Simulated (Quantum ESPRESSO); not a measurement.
# CoSi: which magnetic order is lowest, part 2 of 2

Aim: find out which collinear order of CoSi costs least.

Quantum ESPRESSO 7.5; PBEsol; plane waves with GBRV 1.5 PBEsol potentials, no spin-orbit coupling.

So far: Starting point; Run 1, typed as ferro ++++.

The database entry behind the starting cell differs from later determinations by our own check (0.1 to 0.3 % short, probably kX units), so it need not match the best structure at ambient conditions.

## 3. Start 2: antiferro q=(0,0,1/2) +−+−+−+−

The cell is doubled to 16 atoms to hold this order. The wavevector q is in fractions of the reciprocal vectors of the crystal's primitive cell, as the cells of these inputs are built from it; moments change sign between cells as cos(2π q·R).

pw.in reads:

```
&CONTROL
  calculation = 'scf'
  prefix = 'pwscf'
  outdir = './tmp'
  pseudo_dir = './pseudo'
  disk_io = 'nowf'
/
&SYSTEM
  ibrav = 0
  celldm(1) = 8
  nat = 16
  ntyp = 3
  ecutwfc = 40
  ecutrho = 280
  nbnd = 105
  occupations = 'smearing'
  smearing = 'fd'
  degauss = 0.00367493
  nspin = 2
  starting_magnetization(1) = 0.1176
  starting_magnetization(2) = -0.1176
  starting_magnetization(3) = 0
/
&ELECTRONS
  conv_thr = 3.2d-08
  electron_maxstep = 150
  mixing_beta = 0.3
/
ATOMIC_SPECIES
Co1    58.9332 co_pbesol_v1.2.uspp.F.UPF
Co2    58.9332 co_pbesol_v1.2.uspp.F.UPF
Si     28.0850 si_pbesol_v1.uspp.F.UPF
CELL_PARAMETERS alat
   1.0483255676361    0.0000000000000    0.0000000000000
   0.0000000000000    1.0483255676361    0.0000000000000
   0.0000000000000    0.0000000000000    2.0966511352723
ATOMIC_POSITIONS crystal
Co1     0.1400000000    0.1400000000    0.0700000000
Co2     0.1400000000    0.1400000000    0.5700000000
Co1     0.3600000000    0.8600000000    0.3200000000
Co2     0.3600000000    0.8600000000    0.8200000000
Co1     0.6400000000    0.3600000000    0.4300000000
Co2     0.6400000000    0.3600000000    0.9300000000
Co1     0.8600000000    0.6400000000    0.1800000000
Co2     0.8600000000    0.6400000000    0.6800000000
Si      0.8430000000    0.8430000000    0.4215000000
Si      0.8430000000    0.8430000000    0.9215000000
Si      0.6570000000    0.1570000000    0.1715000000
Si      0.6570000000    0.1570000000    0.6715000000
Si      0.3430000000    0.6570000000    0.0785000000
Si      0.3430000000    0.6570000000    0.5785000000
Si      0.1570000000    0.3430000000    0.3285000000
Si      0.1570000000    0.3430000000    0.8285000000
K_POINTS automatic
8 8 4 0 0 0
```

Launch:

```sh
$ OMP_NUM_THREADS=1 mpirun -n 4 pw.x -nk 4 -in pw.in > pw.out
```

What it wrote:

```text
[banner, memory and clock lines left out]
Program PWSCF v.7.5 starts

     Message from routine setup:
     using ibrav=0 with symmetry is DISCOURAGED, use correct ibrav instead

     bravais-lattice index     =            0
     lattice parameter (alat)  =       8.0000  a.u.
     unit-cell volume          =    1179.7459 (a.u.)^3
     number of atoms/cell      =           16
     number of atomic types    =            3
     number of electrons       =       168.00
     number of Kohn-Sham states=          105
     kinetic-energy cutoff     =      40.0000  Ry
     charge density cutoff     =     280.0000  Ry
     scf convergence threshold =      3.2E-08
     mixing beta               =       0.3000
     number of iterations used =            8  plain     mixing
     Exchange-correlation= SLA  PW   PSX  PSC
                           (   1   4  10   8   0   0   0)

     celldm(1)=   8.000000  celldm(2)=   0.000000  celldm(3)=   0.000000
     celldm(4)=   0.000000  celldm(5)=   0.000000  celldm(6)=   0.000000

     crystal axes: (cart. coord. in units of alat)
               a(1) = (   1.048326   0.000000   0.000000 )
               a(2) = (   0.000000   1.048326   0.000000 )
               a(3) = (   0.000000   0.000000   2.096651 )

     reciprocal axes: (cart. coord. in units 2 pi/alat)
               b(1) = (  0.953902  0.000000  0.000000 )
               b(2) = (  0.000000  0.953902  0.000000 )
               b(3) = (  0.000000  0.000000  0.476951 )

     PseudoPot. # 1 for Co read from file:
     co_pbesol_v1.2.uspp.F.UPF
     Pseudo is Ultrasoft + core correction, Zval = 17.0

     PseudoPot. # 2 for Co read from file:
     co_pbesol_v1.2.uspp.F.UPF
     Pseudo is Ultrasoft + core correction, Zval = 17.0

     PseudoPot. # 3 for Si read from file:
     si_pbesol_v1.uspp.F.UPF
     Pseudo is Ultrasoft + core correction, Zval =  4.0

     atomic species   valence    mass     pseudopotential
     Co1              17.00    58.93320     Co( 1.00)
     Co2              17.00    58.93320     Co( 1.00)
     Si                4.00    28.08500     Si( 1.00)

     Starting magnetic structure
     atomic species   magnetization
     Co1             0.118
     Co2            -0.118
     Si              0.000

      2 Sym. Ops. (no inversion) found ( 1 have fractional translation)

   Cartesian axes

     site n.     atom                  positions (alat units)
         1        Co1    tau(   1) = (   0.1467656   0.1467656   0.1467656  )
         2        Co2    tau(   2) = (   0.1467656   0.1467656   1.1950911  )
         3        Co1    tau(   3) = (   0.3773972   0.9015600   0.6709284  )
         4        Co2    tau(   4) = (   0.3773972   0.9015600   1.7192539  )
         5        Co1    tau(   5) = (   0.6709284   0.3773972   0.9015600  )
         6        Co2    tau(   6) = (   0.6709284   0.3773972   1.9498856  )
         7        Co1    tau(   7) = (   0.9015600   0.6709284   0.3773972  )
         8        Co2    tau(   8) = (   0.9015600   0.6709284   1.4257228  )
         9        Si     tau(   9) = (   0.8837385   0.8837385   0.8837385  )
        10        Si     tau(  10) = (   0.8837385   0.8837385   1.9320640  )
        11        Si     tau(  11) = (   0.6887499   0.1645871   0.3595757  )
        12        Si     tau(  12) = (   0.6887499   0.1645871   1.4079012  )
        13        Si     tau(  13) = (   0.3595757   0.6887499   0.1645871  )
        14        Si     tau(  14) = (   0.3595757   0.6887499   1.2129127  )
        15        Si     tau(  15) = (   0.1645871   0.3595757   0.6887499  )
        16        Si     tau(  16) = (   0.1645871   0.3595757   1.7370755  )

     number of k points=    90  Fermi-Dirac smearing, width (Ry)=  0.0037
                       cart. coord. in units 2pi/alat
        k(    1) = (   0.0000000   0.0000000   0.0000000), wk =   0.0039062
        k(    2) = (   0.0000000   0.0000000   0.1192378), wk =   0.0078125
        k(    3) = (   0.0000000   0.0000000  -0.2384755), wk =   0.0039062
        k(    4) = (   0.0000000   0.1192378   0.0000000), wk =   0.0078125
        k(    5) = (   0.0000000   0.1192378   0.1192378), wk =   0.0078125
        [... 85 further k-points ...]

     Dense  grid:    93285 G-vectors     FFT dimensions: (  48,  48,  90)

     Smooth grid:    40335 G-vectors     FFT dimensions: (  36,  36,  72)

     Check: negative core charge=   -0.000027
     Generating pointlists ...
     new r_m :   0.2225 (alat units)  1.7796 (a.u.) for type    1
     new r_m :   0.2225 (alat units)  1.7796 (a.u.) for type    2
     new r_m :   0.2225 (alat units)  1.7796 (a.u.) for type    3

     Initial potential from superposition of free atoms

     starting charge     159.9948, renormalised to     168.0000
     Starting wfcs are  136 randomized atomic wfcs

     Self-consistent Calculation

     iteration #  1     ecut=    40.00 Ry     beta= 0.30
     Davidson diagonalization with overlap
     ethr =  1.00E-02,  avg # of iterations =  3.5

     total energy              =   -2421.31249516 Ry
     estimated scf accuracy    <     122.09503881 Ry

     total magnetization       =     0.01 Bohr mag/cell
     absolute magnetization    =     6.88 Bohr mag/cell

     iteration #  2     ecut=    40.00 Ry     beta= 0.30
     Davidson diagonalization with overlap
     ethr =  1.00E-02,  avg # of iterations =  3.0

     total energy              =   -2456.95700640 Ry
     estimated scf accuracy    <      94.05149851 Ry

     total magnetization       =     0.00 Bohr mag/cell
     absolute magnetization    =     0.89 Bohr mag/cell

     [... further iterations left out ...]

     iteration # 25     ecut=    40.00 Ry     beta= 0.30
     Davidson diagonalization with overlap
     ethr =  3.09E-11,  avg # of iterations =  2.7

     total energy              =   -2463.47874357 Ry
     estimated scf accuracy    <       0.00000008 Ry

     total magnetization       =    -0.00 Bohr mag/cell
     absolute magnetization    =     0.00 Bohr mag/cell

     iteration # 26     ecut=    40.00 Ry     beta= 0.30
     Davidson diagonalization with overlap
     ethr =  3.09E-11,  avg # of iterations =  2.0

     Magnetic moment per site  (integrated on atomic sphere of radius R)
     atom   1 (R=0.222)  charge= 15.2936  magn=  0.0001
     atom   2 (R=0.222)  charge= 15.2937  magn= -0.0001
     atom   3 (R=0.222)  charge= 15.2936  magn= -0.0001
     atom   4 (R=0.222)  charge= 15.2936  magn=  0.0001
     atom   5 (R=0.222)  charge= 15.2936  magn=  0.0001
     atom   6 (R=0.222)  charge= 15.2937  magn= -0.0001
     atom   7 (R=0.222)  charge= 15.2936  magn= -0.0001
     atom   8 (R=0.222)  charge= 15.2936  magn=  0.0001
     atom   9 (R=0.222)  charge=  1.6993  magn=  0.0000
     atom  10 (R=0.222)  charge=  1.6993  magn= -0.0000
     atom  11 (R=0.222)  charge=  1.6995  magn=  0.0000
     atom  12 (R=0.222)  charge=  1.6995  magn=  0.0000
     atom  13 (R=0.222)  charge=  1.6993  magn=  0.0000
     atom  14 (R=0.222)  charge=  1.6993  magn= -0.0000
     atom  15 (R=0.222)  charge=  1.6995  magn=  0.0000
     atom  16 (R=0.222)  charge=  1.6995  magn=  0.0000

     End of self-consistent calculation

     Number of k-points >= 100: set verbosity='high' to print the bands.

     the Fermi energy is    16.3900 ev

!    total energy              =   -2463.47874358 Ry
     estimated scf accuracy    <          4.3E-09 Ry
     smearing contrib. (-TS)   =      -0.00209454 Ry
     internal energy E=F+TS    =   -2463.47664904 Ry

     The total energy is F=E-TS. E is the sum of the following terms:
     one-electron contribution =   -1624.88417272 Ry
     hartree contribution      =     915.90616602 Ry
     xc contribution           =    -294.94010134 Ry
     ewald contribution        =   -1459.55854100 Ry

     total magnetization       =    -0.00 Bohr mag/cell
     absolute magnetization    =     0.00 Bohr mag/cell

     convergence has been achieved in  26 iterations
```

Run time: 54 min. Hardware: 4 MPI ranks of Intel Xeon at 2.50GHz (Skylake/Cascade Lake), shared host; peak memory 2.3 GiB; 3.4 h of CPU time.

Spin moment in the atom's sphere by atom:

| atom | spin moment in the atom's sphere (μB) |
| --- | --- |
| Co1 | 0.0001 |
| Co2 | -0.0001 |
| Co3 | -0.0001 |
| Co4 | 0.0001 |
| Co5 | 0.0001 |
| Co6 | -0.0001 |
| Co7 | -0.0001 |
| Co8 | 0.0001 |
| Si9 | 0.0000 |
| Si10 | 0.0000 |
| Si11 | 0.0000 |
| Si12 | 0.0000 |
| Si13 | 0.0000 |
| Si14 | 0.0000 |
| Si15 | 0.0000 |
| Si16 | 0.0000 |

Numbers from this step:

* smearing term TS: 0.02850 eV
* magnetization: 0 μB
* absolute magnetization: 0 μB
* final state: non-magnetic

## 4. Energies of the orders

An order is kept where moments of 0.15 μB or more survive with the typed signs; meshes match where a doubled cell samples the same k points as the first cell.

Orders:

```
                         start   final state  typed order kept  energy over the lowest (meV a seeded atom)  largest site moment (μB)  net moment (μB a cell of the first run)  mesh matched  CPU time (s)
                    ferro ++++  non-magnetic                no                                           0                         0                                        0           yes         903.6
antiferro q=(0,0,1/2) +-+-+-+-  non-magnetic                no                                           0                         0                                        0           yes         12128
```

## 5. What came out

| Property | Result |
| --- | --- |
| lowest state found | non-magnetic (from ferro ++++ and antiferro q=(0,0,1/2) +-+-+-+-) |
| largest site moment | 0 μB |

In words: The lowest state carries no moment, and no start kept one. This is the lowest of 2 collinear or spinless starts, no proof of the ground state.

[Logs and program files are shortened in this print: banners, set-up blocks, solver, clock and traceback lines can be left out without a mark of their own.]

[Logs are printed without paths, hosts, clocks, repeated set-up lines and the standing remarks that a program may print on its own settings, such as how far it seeks lower states.]

[Hosts, paths, dates, database ids (printed as entryN), source tags and the programs' standing remarks are cut or masked in the printed files.]

[Where a cell is said to come from a database of computed structures, the database is the Materials Project.]
